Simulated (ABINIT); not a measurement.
# Ga2O3 (R-3c): a self-consistent loop beyond G0W0, cycle by cycle

Wanted: G0W0 and self-consistent gaps of Ga2O3 (R-3c), with the cost of the cycles.

Calculated with ABINIT 10.8.3; PBE and many-body steps on it, plane waves.

**Experimental background.**

- Gap 5.2 eV: optical gap from Tauc plot assuming direct gap; largest value, film grown at 250 C; UV-vis transmittance/reflectance, Tauc plot; film on c-plane sapphire (“Low temperature growth and optical properties of alpha-Ga2O3 deposited on sapphire by plasma enhanced atomic layer deposition”, 2019, arxiv:1908.06914).

- Gap 5.04 eV: direct optical gap from Tauc plot; UV-vis transmittance, Tauc plot; film on Al2O3 (“Ti Alloyed α-Ga2O3: Route towards Wide Band Gap Engineering”, 2020, pmc:7766553).

- Gap 5.62 ± 0.02 eV: lowest direct band-to-band transition E0, E parallel to c (M1-type CP); abstract instead prints 5.44 eV, which Table III gives as the exciton energy; generalized spectroscopic ellipsometry, critical-point model; 300 K; film (51.8 nm PAMBE film, fully lattice-relaxed) on m-plane Al2O3 (“Anisotropic dielectric functions, band-to-band transitions, and critical points in alpha-Ga2O3”, 2021, arxiv:2101.06595).

- Gap 5.3 eV: direct optical gap from Tauc plot, upper end of the 5.1-5.3 eV range over the samples; UV-visible transmission; film (mist-CVD epitaxial films grown with different carrier gases) on Al2O3 (0001) (“Influence of Carrier Gases on the Quality of Epitaxial Corundum-Structured α-Ga2O3 Films Grown by Mist Chemical Vapor Deposition Method”, 2019, pmc:6888560).

- Gap 5.6 eV: direct band-to-band gap from Tauc plot; UV-Vis absorption, Tauc plot; film (163 nm mist CVD film on c-plane sapphire) on Al2O3 (sapphire) (“Optical properties of mist CVD grown alpha-Ga2O3”, 2019, arxiv:1907.13072).

This is a selection; 1 further report is not listed.

Most raw output is cut from this account.

**1. Set-up**

It takes space group R-3c (No. 167, trigonal). Conventional cell: a = 4.997 Å, b = 4.997 Å, c = 13.451 Å, α = 90.00°, β = 90.00°, γ = 120.00°. Nearest to Ga lie 6 O at 1.93 to 2.08 Å. Nearest to O lie 4 Ga at 1.93 to 2.08 Å. Farther neighbours and most contacts between anions are not listed.

The cell and positions are those that the Materials Project relaxed with its own functionals (PBE, PBE+U or r2SCAN), kept fixed. This is not the form that Ga2O3 usually takes at ambient conditions.

**2. Empty states on the mesh, 4×4×4 mesh, 182 bands**

This step: ABINIT 10.8.3; DFT, PBE, plane waves, norm-conserving pseudopotentials.

The sums over transitions need many empty states on a uniform mesh; this step solves for them.

Contents of run.abi:

```
acell 3*1.0 Angstrom
rprim 
  2.498699193881 1.442624652211 4.483549768500
  -2.498699193881 1.442624652211 4.483549768500
  0.000000000000 -2.885249304422 4.483549768500
ntypat 2
znucl 31 8
natom 10
typat 1 1 1 1 2 2 2 2 2 2
xred 
  0.855585580000 0.855585580000 0.855585580000
  0.644414420000 0.644414420000 0.644414420000
  0.144414420000 0.144414420000 0.144414420000
  0.355585580000 0.355585580000 0.355585580000
  0.750000000000 0.446832820000 0.053167180000
  0.446832820000 0.053167180000 0.750000000000
  0.053167180000 0.750000000000 0.446832820000
  0.250000000000 0.553167180000 0.946832820000
  0.946832820000 0.250000000000 0.553167180000
  0.553167180000 0.946832820000 0.250000000000
pp_dirpath "pseudos"
pseudos "Ga.upf, O.upf"
ecut 45
ngkpt 4 4 4
nshiftk 1
shiftk 0 0 0
kptopt 1
chksymbreak 0
iscf -2
irdden 1
istwfk *1
nband 182
nbdbuf 16
tolwfr 1e-09
nstep 60
prtvol 0
indata_prefix "in"
outdata_prefix "out"
tmpdata_prefix "tmp"
```

Run with:

```
> OMP_NUM_THREADS=1 mpirun -n 8 abinit run.abi > log
```

Elapsed: 1.9 min, on 8 MPI ranks of Arm Neoverse V2, shared host; peak memory 1.2 GiB; 15 min of CPU time.

Numbers from this step:

```yaml
gap: 2.857 eV
k_of_the_valence_top: 0.25, 0, 0
k_of_the_conduction_bottom: 0, 0, 0
least_direct_gap: 3.066 eV
k_points_computed: 13
lowest_point_of_the_top_converged_band_above_the_valence_top: 55.0846 eV
```

On this mesh the gap is 2.857 eV.

The density comes from a self-consistent run that is not shown.

**3. Screening, 4×4×4 mesh, 166 bands, screening to 103.4 eV**

The RPA dielectric matrix is built and inverted for each q.

This step: RPA screening on PBE, plane waves, norm-conserving pseudopotentials.

Edit run.abi of step 2 so:

```diff
@@ -28,10 +28,11 @@
 chksymbreak 0
-iscf -2
-irdden 1
 istwfk *1
-nband 182
-nbdbuf 16
-tolwfr 1e-09
-nstep 60
-prtvol 0
+occopt 1
+irdwfk 1
+optdriver 3
+nband 166
+ecuteps 3.8
+inclvkb 2
+awtr 1
+symchi 1
 indata_prefix "in"
```

Wall time 7.2 min (8 MPI ranks); peak memory 9.8 GiB; 58 min of CPU time.

This step gave:

```yaml
eps_infinity_with_local_fields_on_this_mesh_along_the_program_s_q_direction: 4.161
the_same_without_local_fields: 4.338
plasma_frequency: 41.31 eV
plane_waves_in_the_screening_matrix: 223
```

Local fields lower ε∞ by 4 %.

**4. G0W0**

The self-energy is evaluated for the states that the input lists, and the levels follow from it, in one-shot runs by the linearised quasiparticle equation.

This step: G0W0 on PBE, plane waves, norm-conserving pseudopotentials.

Edit run.abi of step 3 so:

```diff
@@ -31,8 +31,17 @@
 irdwfk 1
-optdriver 3
+optdriver 4
 nband 166
+gwcalctyp 0
+ecutsigx 45
+symsigma 1
+nkptgw 2
+kptgw 
+  0.2500000000 0.0000000000 0.0000000000
+  0.0000000000 0.0000000000 0.0000000000
+bdgw 
+  59 62
+  59 62
 ecuteps 3.8
-inclvkb 2
-awtr 1
-symchi 1
+irdscr 1
+ppmodel 1
 indata_prefix "in"
```

Elapsed: 19 s, on 8 MPI ranks; peak memory 5.3 GiB.

Numbers from this step:

- G0W0 gap on the points computed: 4.25 eV
- starting gap on the mesh: 2.857 eV
- k of the valence top: 0.25, 0, 0
- k of the conduction bottom: 0, 0, 0
- Z at the valence top: 0.802
- Z at the conduction bottom: 0.848
- least direct G0W0 gap on the computed points: 4.452 eV

The gap on the mesh goes from 2.86 eV to 4.25 eV, a correction of +1.39 eV.

**5. evGW0, cycle 1**

This step: evGW0 on PBE, plane waves, norm-conserving pseudopotentials.

Edit run.abi of step 4 so:

```diff
@@ -33,12 +33,34 @@
 nband 166
-gwcalctyp 0
+gwcalctyp 10
 ecutsigx 45
 symsigma 1
-nkptgw 2
+nkptgw 13
 kptgw 
+  0.0000000000 0.0000000000 0.0000000000
   0.2500000000 0.0000000000 0.0000000000
-  0.0000000000 0.0000000000 0.0000000000
+  0.5000000000 0.0000000000 0.0000000000
+  0.2500000000 0.2500000000 0.0000000000
+  0.5000000000 0.2500000000 0.0000000000
+  -0.2500000000 0.2500000000 0.0000000000
+  0.5000000000 0.5000000000 0.0000000000
+  0.2500000000 0.2500000000 0.2500000000
+  0.5000000000 0.2500000000 0.2500000000
+  -0.2500000000 0.2500000000 0.2500000000
+  0.5000000000 0.5000000000 0.2500000000
+  -0.2500000000 0.5000000000 0.2500000000
+  0.5000000000 0.5000000000 0.5000000000
 bdgw 
-  59 62
-  59 62
+  43 70
+  43 70
+  43 70
+  43 70
+  43 70
+  43 70
+  43 70
+  43 70
+  43 70
+  43 70
+  43 70
+  43 70
+  43 70
 ecuteps 3.8
```

The job ended after 16 min (8 MPI ranks; peak memory 17 GiB).

This step gave:

```yaml
quasiparticle_gap_on_the_mesh: 4.523 eV
gap_of_the_density_functional_on_the_mesh: 2.857 eV
k_of_the_valence_top: 0.25, 0, 0
k_of_the_conduction_bottom: 0, 0, 0
z_at_the_valence_top: 0.802
z_at_the_conduction_bottom: 0.848
least_direct_quasiparticle_gap_on_the_computed_points: 4.723 eV
```

Against G0W0 in ABINIT (4×4×4 mesh, 166 bands, screening to 103.4 eV, Godby-Needs plasmon pole), the gap moves by +0.273 eV. This first cycle still uses the starting levels; it takes the full correction, at all points of the mesh, and its linearised value is 4.250 eV.

**6. evGW0, cycle 2**

The corrected levels of the last cycle go back in.

Edit run.abi of step 5 so:

```diff
@@ -68,2 +68,3 @@
 ppmodel 1
+irdqps 1
 indata_prefix "in"
```

The job ended after 15 min (8 MPI ranks; peak memory 17 GiB).

Numbers from this step:

```yaml
quasiparticle_gap_on_the_mesh: 4.471 eV
gap_of_the_density_functional_on_the_mesh: 2.857 eV
k_of_the_valence_top: 0.25, 0, 0
k_of_the_conduction_bottom: 0, 0, 0
least_direct_quasiparticle_gap_on_the_computed_points: 4.674 eV
```

Against the cycle before, the gap moves by −0.052 eV.

**7. evGW0, cycle 3**

run.abi is that of step 6.

Run time: 16 min. Hardware: 8 MPI ranks; peak memory 17 GiB.

Numbers from this step:

```
quasiparticle gap on the mesh                         : 4.462 eV
gap of the density functional on the mesh             : 2.857 eV
k of the valence top                                  : 0.25, 0, 0
k of the conduction bottom                            : 0, 0, 0
least direct quasiparticle gap on the computed points : 4.664 eV
```

Against the cycle before, the gap moves by −0.009 eV.

**8. Side by side**

Times are wall times on 8 MPI ranks of Arm Neoverse V2, shared host, good to a factor of about two. A run's time includes the screening step that it read.

| run | mesh | bands | screening cutoff (eV) | DFT gap (eV) | gap on the mesh (eV) | direct (eV) | ε∞ used | time |
| --- | --- | --- | --- | --- | --- | --- | --- | --- |
| G0W0 | 4×4×4 | 166 | 103.4 | 2.857 | 4.250 | 4.452 | 4.16 | 7.5 min |
| evGW0, cycle 1 | 4×4×4 | 166 | 103.4 | 2.857 | 4.523 | 4.723 | 4.16 | 23 min |
| evGW0, cycle 2 | 4×4×4 | 166 | 103.4 | 2.857 | 4.471 | 4.674 | 4.16 | 23 min |
| evGW0, cycle 3 | 4×4×4 | 166 | 103.4 | 2.857 | 4.462 | 4.664 | 4.16 | 23 min |

**9. Results**

```
G0W0           : 4.250 eV
evGW0, cycle 1 : 4.523 eV
evGW0, cycle 2 : 4.471 eV
evGW0, cycle 3 : 4.462 eV
known limits   : not at the basis limit; no spin-orbit coupling
```

In words: Only the bands that the input lists are updated; the others, empty or deep, keep the functional's energies or take a rigid shift. evGW0 ends at 4.46 eV, +0.21 eV from G0W0, after 3 cycles that took 47 min beside the first screening; the last moved the gap by 0.009 eV. The first cycle of evGW0 takes the full correction, without the factor Z, so it overshoots the one-shot value. Against experiment, by evGW0, cycle 3: the direct gap of 4.66 eV lies −0.54 eV from the measured 5.2 eV (direct, on c-plane sapphire, 2019); the direct gap of 4.66 eV lies −0.38 eV from the measured 5.04 eV (direct, on Al2O3, 2020); the direct gap of 4.66 eV lies −0.96 eV from the measured 5.62 ± 0.02 eV (direct, 300 K, on m-plane Al2O3, 2021); the direct gap of 4.66 eV lies −0.64 eV from the measured 5.3 eV (direct, on Al2O3 (0001), 2019); the direct gap of 4.66 eV lies −0.94 eV from the measured 5.6 eV (direct, on Al2O3 (sapphire), 2019). An exciton line or allowed optical edge lies below the quasiparticle gap by the binding energy; a forbidden edge can push the onset above it. These are gaps on the mesh, at modest bands and cutoff. The calculation has static nuclei and no excitons; a measured gap holds zero-point and thermal motion, which mostly lowers it. Against the values above the computed gap that would widen the miss. An edge that is forbidden or weak in absorption could explain it, and so could too strong a screening: the start's gap is only 2.86 eV, and one shot does not repair that. Bands and cutoff are finite, so the gap is not at the basis limit. The miss can reach some tenths of an eV and take either sign; the mesh is an error of its own. The many-body steps are scalar-relativistic: spin-orbit coupling is not in them.

[Paths, hosts, dates, memory and timing lines, banners, echoed tables and standing remarks are left out of the program output.]

[Logs are printed without paths, hosts, clocks, repeated set-up lines and the standing remarks that a program may print on its own settings, such as how far it seeks lower states.]

[Runs of the session that timed out or met a known fault of the program may be left out.]

[Hosts, paths, dates, database ids (printed as entryN), source tags and the programs' standing remarks are cut or masked in the printed files.]

[G0W0 gaps are taken among the corrected bands and points alone; a level outside them can change the order at an edge.]

[Where Ansatz stands beside ABINIT at settings called matched, ABINIT's density can come from a denser mesh and the files from another edition; pairs whose starting gaps differed by over 0.03 eV were left out, so agreement reads better than it is.]
